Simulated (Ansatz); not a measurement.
# What SrAlH3 (Pm-3m) distorts into, part 3 of 3

Wanted: the energy along a soft mode of SrAlH3 (Pm-3m) and the structure at the end.

Ansatz 0.2.0; DFT PBEsol, scalar-relativistic, plane waves, PAW; PAW set soft_1.

So far. Step 5 (Energy along the mode, all amplitudes (two of the runs …): The energy still falls at the last step, so the rise lies beyond the steps tried. Step 7 (The new phase in its own primitive cell): The largest force component left is 0.087 meV/Å and the pressure is 0.000 GPa, within the tolerances set. The cell now holds 12.52 Å³/atom. The relaxed cell has a = 3.563, c = 4.933 Å (conventional setting).

## (8) Modes of the new phase, k-mesh 10×10×8

A relaxed structure may still be a saddle point, so its zone-centre modes are computed. No field response is asked, since the mesh shows no gap.

Input file input.yaml:

```yaml
crystal:
  lattice:
    - [3.5625675606, 0.0, 0.0]
    - [0.0, 3.5625675606, 0.0]
    - [0.0, 0.0, 4.9326782484]
  atoms:
    - { symbol: Sr, position: [0.5, 0.5, 0.434744068] }
    - { symbol: Al, position: [0.0, 0.0, 0.9104681865] }
    - { symbol: H, position: [0.0, 0.5, 0.7254333995] }
    - { symbol: H, position: [0.5, 0.0, 0.7254333995] }
    - { symbol: H, position: [0.5, 0.5, 0.9641045382] }
kpoints:
  mp_grid: { grid: [10, 10, 8] }
hamiltonian:
  xc: pbesol
  pseudopotentials: { kind: paw, azcp: { folder: soft_1 }, xc_functional: pbe }
scf:
  occupations: { method: methfessel_paxton, width: 0.2 }
output:
  eigenvalues: true
phonons:
  method: dfpt
```

The run is started by

```sh
$ ansatz run input.yaml --threads 4 --pin off --max-ram 10240MiB --backend cpu --events-out ev --progress --plain --runs-dir out
```

Output:

```text
zone centre: on kpoints.mp_grid the ground state, and the responses unless they are solved on pairs of k-points, stand on 180 of the mesh's 800 k-points, reduced under 4 symmetry operations, with k and −k counted as one. Each operation leaves every solved displacement unchanged or reverses it
[...]
Crystal: 5 atoms, lattice volume = 62.605 Å³
Basis set: ecut = 420 eV, 1213 PW (Γ), exchange–correlation on 48×48×72 points (8 copies of the dense FFT grid, shifted against one another)
Bands: 13, of which v1, the nominal top of the filled ones, is band 8 counted from 1 (7 counted from 0)
Symmetry: 8 space group operations
k-points: 180 of 800 (irreducible under 4 space group operations, time reversal used)
[...]
SCF iter   1: F=—  HF=-4064.516650 eV  |F-HF|=—  |Δ(HF+E_count)|=         —  Δρ=4.91e-2  dr2=1.87e0  ethr=3.10e-3  ⟨swp⟩=7.7  Hψ=18602  notcnv=0
[...]
SCF iter  11: F=-4063.856818 eV  HF=-4063.856818 eV  |F-HF|=9.09e-13  |Δ(HF+E_count)|=  1.05e-11  S|Δr|=    0.00e0  Δρ=3.92e-8  dr2=8.80e-13  ethr=1.00e-12  ⟨swp⟩=11.3  Hψ=12859  notcnv=0
SCF 1 converged in 11 iterations: F = -4063.856818 eV  dr2 = 8.80e-13
[...]
DFPT response loops at Γ: preconditioner auto → Kerker (q_TF=auto, 2.173 Å⁻¹) (partly filled bands, converged f_vac=0.000); β = 1.00, the filter's whole step (`scf.mixing.beta` (0.50) is not read by the response loops under this deck's `scf.mixing.preconditioner`; to damp them name `kerker` or `kerker_dos`, under which they read `scf.mixing.beta`, and type it under 1.00, their step now; both keys bind the ground state too); Broyden in place of MSR1
SCF converged after 11 iterations
[...]
Free energy (F): -4063.856818 eV
[...]
Internal energy: -4063.857646 eV  (E = F + TS)
E sigma→0 (E₀):  -4063.857025 eV
Entropy (-TS):   0.000828 eV (0.166 meV/atom)
Fermi energy:    6.424934 eV
[...]
--- Band table (eV; the first three rows and the last of 180) ---
  k-point 0: bands = [... 4 lower, -2.5904, 4.0069, 4.1198, 5.9625, 9.7798, 9.9039, 9.9039, 10.6453, ... 1 higher]
  k-point 1: bands = [... 4 lower, -2.4908, 3.8110, 4.0298, 6.1763, 9.7050, 9.7050, 10.0062, 10.4303, ... 1 higher]
  k-point 2: bands = [... 4 lower, -2.2325, 3.1785, 4.0871, 6.6701, 9.3622, 9.3622, 9.9921, 10.2755, ... 1 higher]
  k-point 179: bands = [... 4 lower, 1.5763, 1.5763, 4.0482, 4.1186, 5.6705, 9.1113, 9.1113, 10.8057, ... 1 higher]
--- Phonons (Γ-DFPT): 9 representative perturbations + reference, on 180 of 800 k-points (Σ response iterations 27) ---
  k mesh reduced under 4 symmetry operations, with k and −k counted as one. Each operation leaves every solved displacement unchanged or reverses it
  ASR residual: 4.109e-5 → 0.000e0 eV/Å²; symmetrization residual: 5.646e-7 eV/Å²
  ASR residual per site (eV/Å²): 4.11e-5 5.27e-6 3.88e-6 3.88e-6 2.24e-6
[...]
non-analytic LO–TO correction: not included (Born effective charges unavailable; polar crystals: no LO–TO splitting at Γ)
```

Wall time 29 s (4 threads of Arm Neoverse V1, shared host); peak memory 0.7 GiB; 1.9 min of CPU time.

Numbers from this step:

```yaml
sum_rule_residual_before_enforcement: 4.11e-5 eV/Å²
point_group: 4mm
highest_optical_mode_at_the_zone_centre_no_lo_to_term: 1132 cm⁻¹
lowest_optical_zone_centre_mode: -287.0 cm⁻¹
```

Patterns of degenerate modes are one choice out of their space. Modes at Γ, with each element's share of the kinetic energy (negative means imaginary):

| mode | frequency (cm⁻¹) | symmetry | Sr % | Al % | H % |
| --- | --- | --- | --- | --- | --- |
| 1 | -287.0 | E | 6 | 43 | 50 |
| 2 | -287.0 | E | 6 | 43 | 50 |
| 3 | 0.0 | acoustic | 74 | 23 | 3 |
| 4 | 0.0 | acoustic | 74 | 23 | 3 |
| 5 | 0.0 | acoustic | 74 | 23 | 3 |
| 6 | 250.1 | A1 | 24 | 76 | 0 |
| 7 | 281.4 | E | 19 | 33 | 48 |
| 8 | 281.4 | E | 19 | 33 | 48 |
| 9 | 663.2 | E | 0 | 0 | 100 |
| 10 | 663.2 | E | 0 | 0 | 100 |
| 11 | 887.5 | A1 | 1 | 2 | 97 |
| 12 | 998.2 | B1 | 0 | 0 | 100 |
| 13 | 1041.1 | A1 | 0 | 0 | 100 |
| 14 | 1131.9 | E | 0 | 0 | 100 |
| 15 | 1131.9 | E | 0 | 0 | 100 |

Displacements in mode 1 (-287.0 cm⁻¹), the largest set to 1:
```
Sr1 -0.04  0.00  0.00
Al2  0.21  0.01  0.00
H3  -0.27 -0.02  0.00
H4  -0.54 -0.01  0.00
H5  -1.00 -0.04  0.00
```

Displacements in mode 9 (663.2 cm⁻¹), the largest set to 1:
```
Sr1  0.00  0.00  0.00
Al2 -0.01  0.00  0.00
H3   0.00 -0.01  0.00
H4   1.00  0.00  0.00
H5  -0.58  0.01  0.00
```

Before it was imposed, the acoustic sum rule was missed by 4.1e-5 eV/Å². Small misses are needed for a sound result but don't prove that mesh and cutoff are converged. The lowest optical mode is imaginary, 287.0i cm⁻¹, so the energy falls along it.

## (9) Results

```json
{
 "unstable mode of the parent": "q = (0, 0, 0), 604i cm⁻¹",
 "depth at the lowest point sampled": "73.9 meV/atom",
 "largest atomic shift at that point": "0.6 Å",
 "space group reached": "P4mm",
 "energy gained over the parent (first relaxation, on the mesh of the frozen mode)": "356 meV/atom",
 "volume per atom, phase reached": "12.5 Å³",
 "lowest optical zone-centre mode, phase reached": "-287 cm⁻¹",
 "highest optical mode at the zone centre (no LO-TO term), phase reached": "1132 cm⁻¹"
}
```

What this shows: Along this mode the structure falls into P4mm, 356 meV/atom below the parent. At the parent's cell the well is 73.89 meV/atom deep on the steps tried, with its lowest point at a shift of 0.6 Å. That is the last step tried, so the steps alone don't bracket the bottom of the well. Relaxing atoms and cell changes the gain by +282.09 meV/atom against the lowest step (energies at zero smearing). Most of the total comes from this relaxation. The new phase still has an imaginary mode at the zone centre of its cell, so it is a saddle point on the way to a lower structure. Of the 6 patterns followed from this parent, this one ends 160 meV/atom above the lowest, R3m. Each path keeps the symmetry of its pattern, so a lower phase may lie along a pattern not tried. With no gap, or one that is small against the smearing, the frequencies hang on the k mesh and the smearing, most of all near Kohn anomalies. The volume moved by more than a tenth on the k mesh of the start, so the energy gain is rough. The PAW files were made for PBE and serve the other functionals too. A phonon run warned that its eigensolver left some bands unconverged in a pass.

[Long decimals in the printed logs are rounded to 6 places.]

[Logs are printed without paths, hosts, clocks, repeated set-up lines and the standing remarks that a program may print on its own settings, such as how far it seeks lower states.]

[Hosts, paths, dates, database ids (printed as entryN), source tags and the programs' standing remarks are cut or masked in the printed files.]

[Where the starting crystal was built by hand or by swapping elements, it need not be the compound's stable phase.]
